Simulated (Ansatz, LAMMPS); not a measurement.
# Ionic liquid MMIM+ FSI- with water, from a frame at 350 K (131 atoms): geometry optimisation, part 2 of 3

Wanted: the relaxed structure of ionic liquid MMIM+ FSI- with water, from a frame at 350 K (131 atoms) and its electronic structure.

Ansatz 0.2.0; Kohn-Sham DFT, PBE+D3(BJ), PAW (set soft_2), plane waves.

The cell: 25 C, 15 N, 49 H, 10 S, 22 O and 10 F. The network of contacts between molecules at the start is that of the classical potential that made the cell. The density was typed from a rule of thumb and may lie off the real one at this temperature. The Brillouin zone is sampled at Γ only, in a cell whose shortest periodic width is 12 Å.

So far. Step 3 (Single point at the start): Neighbours are counted within 1.34 Å (H-C), 1.21 Å (H-O), 1.77 Å (C-C), 1.79 Å (C-N), 1.88 Å (O-S), 2.02 Å (N-S), 1.98 Å (F-S).

### 4. Relaxation

The atoms are relaxed in the fixed cell, aiming at the force tolerance of the input.

The input, input.yaml:

```yaml
crystal:
  lattice:
    - [11.68592, 0.0, 0.0]
    - [0.0, 11.68592, 0.0]
    - [0.0, 0.0, 11.68592]
  atoms:
    [... the 131 atom lines of step 3 ...]
kpoints:
  mp_grid: { grid: [1, 1, 1] }
hamiltonian:
  xc: pbe
  dispersion: d3bj
scf:
  occupations: { method: fixed }
output:
  forces: true
relax:
  f_tol: 0.05
  max_steps: 200
```

Command:

```console
> ansatz run input.yaml --threads 4 --pin off --max-ram 8192MiB --backend cpu --events-out ev --progress --plain --runs-dir out
```

Numbers of over 12 decimals in the logs are rounded to 6 here.

Log:

```text
[...]
Crystal: 131 atoms, lattice volume = 1595.838 Å³
Basis set: ecut = 420 eV, 31343 PW (Γ), exchange–correlation on 160×160×160 points (8 copies of the dense FFT grid, shifted against one another)
Bands: 374, of which v1, the nominal top of the filled ones, is band 243 counted from 1 (242 counted from 0)
Symmetry: 1 space group operations
[...]
k-points: 1
[...]
SCF iter   1: F=—  HF=-42384.743345 eV  |F-HF|=—  |Δ(HF+E_count)|=         —  Δρ=6.05e-3  dr2=7.57e-1  ethr=1.77e-3  ⟨swp⟩=4.0  Hψ=1278  notcnv=0  defer=126
[...]
SCF iter   3: F=—  HF=-42384.504058 eV  |F-HF|=—  |Δ(HF+E_count)|=   5.58e-3  Δρ=1.52e-3  dr2=4.77e-2  ethr=3.55e-5  ⟨swp⟩=2.0  Hψ=476  notcnv=0  defer=71
automatic band count: iteration 3 solves 316 bands in place of 374: the levels show a gap, and the empty bands left out lie too high to hold charge; the band table lists the bands solved (type scf.n_extra_bands for more)
SCF iter   4: F=—  HF=-42384.494768 eV  |F-HF|=—  |Δ(HF+E_count)|=   9.29e-3  Δρ=5.62e-4  dr2=6.18e-3  ethr=9.81e-6  ⟨swp⟩=2.0  Hψ=533  notcnv=0  defer=71
[...]
SCF iter   7: F=-42384.493738 eV  HF=-42384.493751 eV  |F-HF|=1.29e-5  |Δ(HF+E_count)|=   1.63e-5  Δρ=4.37e-5  dr2=3.24e-5  ethr=1.29e-8  ⟨swp⟩=3.0  Hψ=1078  notcnv=0
SCF 1 converged in 7 iterations: F = -42384.493738 eV  dr2 = 3.24e-5
[...]
relax step   1: F+E_penalty+E_count = -42384.49373829 eV  Δ(F+E_penalty+E_count) = +0.000e0 eV  max|allowed force component| = 5.717e0 eV/Å  Δτ_max = 0.0000 Å  (7 SCF iters, dr2 threshold 6.25e-5 eV, accepted)
[... from here on, the SCF cycles and remarks between the steps are left out ...]
relax step   2: F+E_penalty+E_count = -42389.47880049 eV  Δ(F+E_penalty+E_count) = -4.985e0 eV  max|allowed force component| = 3.582e0 eV/Å  Δτ_max = 0.1946 Å  (7 SCF iters, dr2 threshold 1.00e-4 eV, accepted)
relax step   3: F+E_penalty+E_count = -42391.51905326 eV  Δ(F+E_penalty+E_count) = -2.040e0 eV  max|allowed force component| = 1.681e0 eV/Å  Δτ_max = 0.1942 Å  (7 SCF iters, dr2 threshold 1.00e-4 eV, accepted)
relax step   4: F+E_penalty+E_count = -42392.05755034 eV  Δ(F+E_penalty+E_count) = -5.385e-1 eV  max|allowed force component| = 2.057e0 eV/Å  Δτ_max = 0.1941 Å  (7 SCF iters, dr2 threshold 1.00e-4 eV, accepted)
relax step   5: F+E_penalty+E_count = -42392.32738468 eV  Δ(F+E_penalty+E_count) = -2.698e-1 eV  max|allowed force component| = 2.593e0 eV/Å  Δτ_max = 0.1918 Å  (7 SCF iters, dr2 threshold 1.00e-4 eV, accepted)
relax step   6: F+E_penalty+E_count = -42392.57445319 eV  Δ(F+E_penalty+E_count) = -2.471e-1 eV  max|allowed force component| = 1.524e0 eV/Å  Δτ_max = 0.2000 Å  (6 SCF iters, dr2 threshold 1.00e-4 eV, accepted)
relax step   7: F+E_penalty+E_count = -42392.77680012 eV  Δ(F+E_penalty+E_count) = -2.023e-1 eV  max|allowed force component| = 4.310e-1 eV/Å  Δτ_max = 0.1949 Å  (7 SCF iters, dr2 threshold 1.00e-4 eV, accepted)
relax step   8: F+E_penalty+E_count = -42392.84518310 eV  Δ(F+E_penalty+E_count) = -6.838e-2 eV  max|allowed force component| = 4.510e-1 eV/Å  Δτ_max = 0.1802 Å  (8 SCF iters, dr2 threshold 1.48e-5 eV, accepted)
relax step   9: F+E_penalty+E_count = -42392.89242810 eV  Δ(F+E_penalty+E_count) = -4.725e-2 eV  max|allowed force component| = 6.656e-1 eV/Å  Δτ_max = 0.1558 Å  (7 SCF iters, dr2 threshold 1.63e-5 eV, accepted)
relax step  10: F+E_penalty+E_count = -42392.94228909 eV  Δ(F+E_penalty+E_count) = -4.986e-2 eV  max|allowed force component| = 4.420e-1 eV/Å  Δτ_max = 0.0868 Å  (6 SCF iters, dr2 threshold 1.00e-4 eV, accepted)
relax step  11: F+E_penalty+E_count = -42392.99368755 eV  Δ(F+E_penalty+E_count) = -5.140e-2 eV  max|allowed force component| = 2.038e-1 eV/Å  Δτ_max = 0.1909 Å  (6 SCF iters, dr2 threshold 8.62e-5 eV, accepted)
relax step  12: F+E_penalty+E_count = -42393.02201500 eV  Δ(F+E_penalty+E_count) = -2.833e-2 eV  max|allowed force component| = 5.834e-1 eV/Å  Δτ_max = 0.1963 Å  (8 SCF iters, dr2 threshold 8.84e-6 eV, accepted)
relax step  13: F+E_penalty+E_count = -42393.03918984 eV  Δ(F+E_penalty+E_count) = -1.717e-2 eV  max|allowed force component| = 5.862e-1 eV/Å  Δτ_max = 0.1317 Å  (6 SCF iters, dr2 threshold 7.24e-5 eV, accepted)
relax step  14: F+E_penalty+E_count = -42393.05951542 eV  Δ(F+E_penalty+E_count) = -2.033e-2 eV  max|allowed force component| = 4.373e-1 eV/Å  Δτ_max = 0.0582 Å  (5 SCF iters, dr2 threshold 1.00e-4 eV, accepted)
relax step  15: F+E_penalty+E_count = -42393.06394380 eV  Δ(F+E_penalty+E_count) = -4.428e-3 eV  max|allowed force component| = 1.146e0 eV/Å  Δτ_max = 0.1561 Å  (6 SCF iters, dr2 threshold 1.00e-4 eV, accepted)
relax step  16: F+E_penalty+E_count = -42393.09286563 eV  Δ(F+E_penalty+E_count) = -2.892e-2 eV  max|allowed force component| = 3.987e-1 eV/Å  Δτ_max = 0.0547 Å  (5 SCF iters, dr2 threshold 1.00e-4 eV, accepted)
relax step  17: F+E_penalty+E_count = -42392.91268179 eV  Δ(F+E_penalty+E_count) = +1.802e-1 eV  max|allowed force component| = 6.785e-1 eV/Å  Δτ_max = 0.2000 Å  (8 SCF iters, dr2 threshold 1.92e-5 eV, rejected (line search))
[...]
relax step  35: F+E_penalty+E_count = -42393.29823785 eV  Δ(F+E_penalty+E_count) = -3.514e-3 eV  max|allowed force component| = 3.442e-1 eV/Å  Δτ_max = 0.1687 Å  (7 SCF iters, dr2 threshold 4.49e-5 eV, accepted)
[...]
relax step  43: F+E_penalty+E_count = -42393.34223278 eV  Δ(F+E_penalty+E_count) = -2.653e-3 eV  max|allowed force component| = 8.186e-2 eV/Å  Δτ_max = 0.0910 Å  (9 SCF iters, accepted)
relax step  44: F+E_penalty+E_count = -42393.34402419 eV  Δ(F+E_penalty+E_count) = -1.791e-3 eV  max|allowed force component| = 1.344e-1 eV/Å  Δτ_max = 0.0516 Å  (9 SCF iters, accepted)
[...]
relax step  49: F+E_penalty+E_count = -42393.34663352 eV  Δ(F+E_penalty+E_count) = +7.665e-3 eV  max|allowed force component| = 1.778e-1 eV/Å  Δτ_max = 0.2000 Å  (7 SCF iters, dr2 threshold 1.90e-5 eV, rejected (line search))
relax step  50: F+E_penalty+E_count = -42393.36144718 eV  Δ(F+E_penalty+E_count) = -7.148e-3 eV  max|allowed force component| = 6.799e-2 eV/Å  Δτ_max = 0.0983 Å  (10 SCF iters, accepted)
relax step  51: F+E_penalty+E_count = -42393.36428835 eV  Δ(F+E_penalty+E_count) = -2.841e-3 eV  max|allowed force component| = 1.110e-1 eV/Å  Δτ_max = 0.0942 Å  (9 SCF iters, accepted)
relax step  52: F+E_penalty+E_count = -42393.36458849 eV  Δ(F+E_penalty+E_count) = -3.001e-4 eV  max|allowed force component| = 1.742e-1 eV/Å  Δτ_max = 0.0622 Å  (9 SCF iters, accepted)
[...]
relax step  54: F+E_penalty+E_count = -42393.36394342 eV  Δ(F+E_penalty+E_count) = +4.537e-3 eV  max|allowed force component| = 2.187e-1 eV/Å  Δτ_max = 0.2000 Å  (7 SCF iters, dr2 threshold 5.83e-5 eV, rejected (line search))
relax step  55: F+E_penalty+E_count = -42393.37621039 eV  Δ(F+E_penalty+E_count) = -7.730e-3 eV  max|allowed force component| = 1.136e-1 eV/Å  Δτ_max = 0.0976 Å  (10 SCF iters, accepted)
[...]
relax step  71: F+E_penalty+E_count = -42393.44005545 eV  Δ(F+E_penalty+E_count) = -5.438e-3 eV  max|allowed force component| = 3.355e-1 eV/Å  Δτ_max = 0.0674 Å  (5 SCF iters, dr2 threshold 1.00e-4 eV, accepted)
relax step  72: F+E_penalty+E_count = -42393.44382839 eV  Δ(F+E_penalty+E_count) = -3.773e-3 eV  max|allowed force component| = 3.842e-1 eV/Å  Δτ_max = 0.0867 Å  (6 SCF iters, dr2 threshold 8.85e-5 eV, accepted)
relax step  73: F+E_penalty+E_count = -42393.44800009 eV  Δ(F+E_penalty+E_count) = -4.172e-3 eV  max|allowed force component| = 3.905e-1 eV/Å  Δτ_max = 0.0384 Å  (5 SCF iters, dr2 threshold 1.00e-4 eV, accepted)
relax step  74: F+E_penalty+E_count = -42393.45498441 eV  Δ(F+E_penalty+E_count) = -6.984e-3 eV  max|allowed force component| = 3.333e-1 eV/Å  Δτ_max = 0.0551 Å  (5 SCF iters, dr2 threshold 1.00e-4 eV, accepted)
relax step  75: F+E_penalty+E_count = -42393.46069767 eV  Δ(F+E_penalty+E_count) = -5.713e-3 eV  max|allowed force component| = 2.886e-1 eV/Å  Δτ_max = 0.0710 Å  (5 SCF iters, dr2 threshold 8.09e-5 eV, accepted)
relax step  76: F+E_penalty+E_count = -42393.46578635 eV  Δ(F+E_penalty+E_count) = -5.089e-3 eV  max|allowed force component| = 2.593e-1 eV/Å  Δτ_max = 0.0645 Å  (6 SCF iters, dr2 threshold 6.07e-5 eV, accepted)
relax step  77: F+E_penalty+E_count = -42393.46825592 eV  Δ(F+E_penalty+E_count) = -2.470e-3 eV  max|allowed force component| = 3.207e-1 eV/Å  Δτ_max = 0.0941 Å  (6 SCF iters, dr2 threshold 5.04e-5 eV, accepted)
relax step  78: F+E_penalty+E_count = -42393.47253419 eV  Δ(F+E_penalty+E_count) = -4.278e-3 eV  max|allowed force component| = 2.151e-1 eV/Å  Δτ_max = 0.0159 Å  (4 SCF iters, dr2 threshold 8.30e-5 eV, accepted)
relax step  79: F+E_penalty+E_count = -42393.45770811 eV  Δ(F+E_penalty+E_count) = +1.483e-2 eV  max|allowed force component| = 3.220e-1 eV/Å  Δτ_max = 0.1545 Å  (7 SCF iters, dr2 threshold 2.08e-5 eV, rejected (line search))
relax step  80: F+E_penalty+E_count = -42393.47890319 eV  Δ(F+E_penalty+E_count) = -6.369e-3 eV  max|allowed force component| = 6.651e-2 eV/Å  Δτ_max = 0.0716 Å  (10 SCF iters, accepted)
relax step  81: F+E_penalty+E_count = -42393.47660349 eV  Δ(F+E_penalty+E_count) = +2.300e-3 eV  max|allowed force component| = 2.546e-1 eV/Å  Δτ_max = 0.0654 Å  (9 SCF iters, rejected (line search))
relax step  82: F+E_penalty+E_count = -42393.47967139 eV  Δ(F+E_penalty+E_count) = -7.682e-4 eV  max|allowed force component| = 5.778e-2 eV/Å  Δτ_max = 0.0327 Å  (9 SCF iters, accepted)
relax step  83: F+E_penalty+E_count = -42393.48041001 eV  Δ(F+E_penalty+E_count) = -7.386e-4 eV  max|allowed force component| = 3.205e-2 eV/Å  Δτ_max = 0.0500 Å  (9 SCF iters, accepted)
SCF converged after 9 iterations
Free energy (F): -42393.480410 eV
[...]
Internal energy: -42393.480410 eV  (E = F + TS)
E sigma→0 (E₀):  -42393.480410 eV
Fermi energy:    -0.325541 eV
[...]
--- Forces (eV/Å), atoms counted from 1 ---
  atom   1  C      0.00844089     0.01280569    -0.00697756
  atom   2  N      0.00818496     0.03204559    -0.01021767
  atom   3  C     -0.01575593    -0.01291511     0.00287559
  atom   4  C      0.00564963     0.01240257    -0.00715268
  atom   5  N      0.01742212    -0.00672801    -0.00224161
  atom   6  C     -0.00690216     0.00618397    -0.00393948
  atom   7  C     -0.00371563    -0.02309523     0.00419327
  atom   8  H     -0.00082850     0.00025412     0.00726106
  atom   9  H      0.00270579    -0.00100209     0.00082339
  atom  10  H      0.00089002    -0.00588521     0.00112141
  atom  11  H     -0.00536272    -0.00799165     0.00208923
  atom  12  H      0.00613197     0.00285054     0.00850635
  atom  13  H      0.00506367     0.00480894    -0.00483550
  atom  14  H      0.00226605    -0.00507218     0.00286664
[...]
atom 130  H     -0.00585416    -0.00001160    -0.00547643
  atom 131  H     -0.00129664    -0.00707952     0.00350421
  max |Σ_I F_I| component: 9.43e-5 eV/Å
--- Relaxed structure (83 steps of the walk, 76 accepted, 0 SCFs on fresh bases) ---
  F+E_penalty+E_count = -42393.48041001 eV   max|allowed force component| = 3.205e-2 eV/Å
  atoms:
    - { symbol: C, position: [0.607335, 0.814783, 0.935555] }
    - { symbol: N, position: [0.604628, 0.837885, 0.058281] }
    - { symbol: C, position: [0.680247, 0.795336, 0.138616] }
    - { symbol: C, position: [0.643577, 0.832486, 0.243214] }
[...]
- { symbol: H, position: [0.656442, 0.500498, 0.184742] }
```

Run time: 8.3 min. Hardware: 4 threads of Intel Xeon Platinum 8559C (Emerald Rapids), shared host; peak memory 1.9 GiB.

Step by step (22 of 83):

```csv
step,energy less that of the first step (eV),largest force component (eV/Å)
1,0.0000,5.7174
5,-7.8336,2.5927
9,-8.3987,0.6656
13,-8.5455,0.5862
17,-8.4189,0.6785
21,-8.6640,0.1913
24,-8.6863,0.0614
28,-8.7234,0.2877
32,-8.7764,0.0774
36,-8.8130,0.2458
40,-8.8372,0.1875
44,-8.8503,0.1344
48,-8.8606,0.1576
52,-8.8708,0.1742
56,-8.8841,0.2622
60,-8.9069,0.1294
63,-8.9181,0.1163
67,-8.9301,0.3129
71,-8.9463,0.3355
75,-8.9670,0.2886
79,-8.9640,0.3220
83,-8.9867,0.0320
```

Relaxation steps 17, 22, 31, 49, 54, 79, 81 were tried and not accepted.

The atoms that moved most (Å):

```csv
atom,dx,dy,dz,length
N108,-1.221,2.009,-0.425,2.389
H61,1.350,1.150,1.013,2.042
H74,-1.347,-0.745,-1.089,1.885
H60,0.925,1.356,0.904,1.874
F112,0.835,1.406,-0.871,1.853
H62,-0.473,0.498,1.691,1.825
H24,-0.332,-0.218,1.758,1.803
O115,0.528,1.674,0.171,1.764
```

The relaxation changed the energy by -68.6 meV/atom, and atoms moved by 1.1 Å r.m.s., 2.4 Å at most.

### 5. Distances and neighbours after relaxation

Bonds before and after, by the cutoffs listed below:

```csv
pair,bonds before,bonds after,mean before (Å),mean after (Å),spread before (Å),spread after (Å)
H-C,45,45,1.087,1.090,0.031,0.005
H-O,4,4,1.000,0.976,0.000,0.003
C-C,5,5,1.372,1.367,0.016,0.001
C-N,30,30,1.392,1.395,0.052,0.050
O-S,20,20,1.452,1.444,0.022,0.004
N-S,10,10,1.570,1.585,0.036,0.010
F-S,10,10,1.595,1.623,0.035,0.012
```

Density 1.48 g/cm³, 12.18 Å³ an atom.

Pair distribution functions g(r), in bins of 0.2 Å:

```csv
r (Å),total,H-H,H-C,H-O,H-N,H-F,H-S
0.90,0.31,0.00,0.00,2.48,0.00,0.00,0.00
1.10,2.88,0.00,20.20,0.00,0.00,0.00,0.00
1.30,1.01,0.00,0.00,0.00,0.00,0.00,0.00
1.50,1.43,0.46,0.00,0.00,0.00,0.00,0.00
1.70,0.94,4.70,0.00,0.00,0.00,0.00,0.00
1.90,0.09,0.32,0.00,0.33,0.00,0.00,0.00
2.10,0.97,0.00,0.00,0.52,9.63,0.00,0.00
2.30,0.61,0.00,1.04,0.98,0.00,0.49,0.00
2.50,1.41,1.08,0.23,1.72,0.14,0.82,0.00
2.70,0.68,1.28,1.01,1.88,0.34,0.88,0.00
2.90,0.74,1.08,2.22,0.70,0.42,1.20,0.47
3.10,0.82,0.93,0.86,0.80,0.54,0.67,1.86
3.30,1.34,0.77,2.25,1.41,0.96,1.06,1.42
3.50,0.74,0.60,0.46,0.58,0.49,1.58,2.02
3.70,0.94,0.93,0.64,0.65,0.64,1.23,1.51
3.90,1.03,1.03,0.94,1.27,1.42,1.20,1.60
4.10,1.08,0.60,1.22,1.23,1.60,1.08,1.22
4.30,0.99,1.19,0.98,1.31,1.32,0.70,0.77
4.50,1.04,0.81,0.69,0.78,0.98,1.29,1.28
4.70,1.08,1.01,0.92,1.36,0.70,1.46,1.18
4.90,1.02,0.97,0.54,1.04,1.48,1.08,1.34
5.10,0.99,1.14,1.06,0.90,0.83,1.15,1.39
5.30,1.04,1.01,1.12,0.90,1.08,1.24,0.82
5.50,1.00,0.93,0.95,1.05,0.63,0.94,1.16
5.70,1.03,1.12,1.21,0.93,1.09,0.75,0.96
```

Bonds by pair of elements; cutoffs follow the first minimum of g(r), held within bounds set by covalent radii, and pairs that aren't listed don't count as bonded:

```csv
pair A-B,cutoff (Å),bonds,mean length (Å),spread (Å),shortest (Å),B about A,A about B
H-C,1.34,45,1.09,0.005,1.08,0.918,1.8
H-O,1.21,4,0.976,0.003,0.971,0.082,0.182
C-C,1.77,5,1.37,0.001,1.37,0.4,0.4
C-N,1.79,30,1.40,0.05,1.34,1.2,2
O-S,1.88,20,1.44,0.004,1.44,0.909,2
N-S,1.98,10,1.58,0.01,1.56,0.667,1
F-S,1.98,10,1.62,0.012,1.60,1,1
```

How many atoms have how many bonded neighbours:

```csv
element,mean,1,2,3,4
C,3.4,0,0,15,10
F,1,10,0,0,0
H,1,49,0,0,0
N,2.67,0,5,10,0
O,1.09,20,2,0,0
S,4,0,0,0,10
```

Bond angles, per cent of each kind in bins of 5°:

```csv
angle (°),H-C-N,H-C-H,C-N-C,F-S-O,N-S-O
100–105,0.0,0.0,0.0,100.0,0.0
105–110,58.0,56.7,33.3,0.0,40.0
110–115,2.0,43.3,0.0,0.0,15.0
115–120,0.0,0.0,0.0,0.0,45.0
120–125,22.0,0.0,10.0,0.0,0.0
125–130,18.0,0.0,56.7,0.0,0.0
```

Bond angles (no mean is given where the spread exceeds 20°):

```csv
angle,count,mean (°),spread (°)
H-C-N,50,115,7.4
H-C-H,30,110,0.7
C-N-C,30,120,7.8
F-S-O,20,104,0.7
N-S-O,20,113,4.1
```

Bond length by coordination (bonds to H left out):

```csv
element,coordination,atoms,mean bond length (Å)
C,3,15,1.36
C,4,10,1.46
N,2,5,1.58
N,3,10,1.40
O,1,20,1.44
```

Rings of the network by King's shortest-path rule, up to 12 atoms, one path for each pair of neighbours; H, halogens, alkali and alkaline-earth atoms are left out, and the last column divides by all other atoms, bonded or not:

```csv
ring size (atoms),rings,per network atom
5,5,0.069
```

By these cutoffs 60 % of C atoms have 3, all F atoms have 1, all H atoms have 1 and 67 % of N atoms have 3 bonded neighbours. The H-C-N angle averages 115° with a spread of 7°. All rings counted have 5 atoms.

[end of part 2 of 3]

[Logs are printed without paths, hosts, clocks, repeated set-up lines and the standing remarks that a program may print on its own settings, such as how far it seeks lower states.]

[Hosts, paths, dates, database ids (printed as entryN), source tags and the programs' standing remarks are cut or masked in the printed files.]
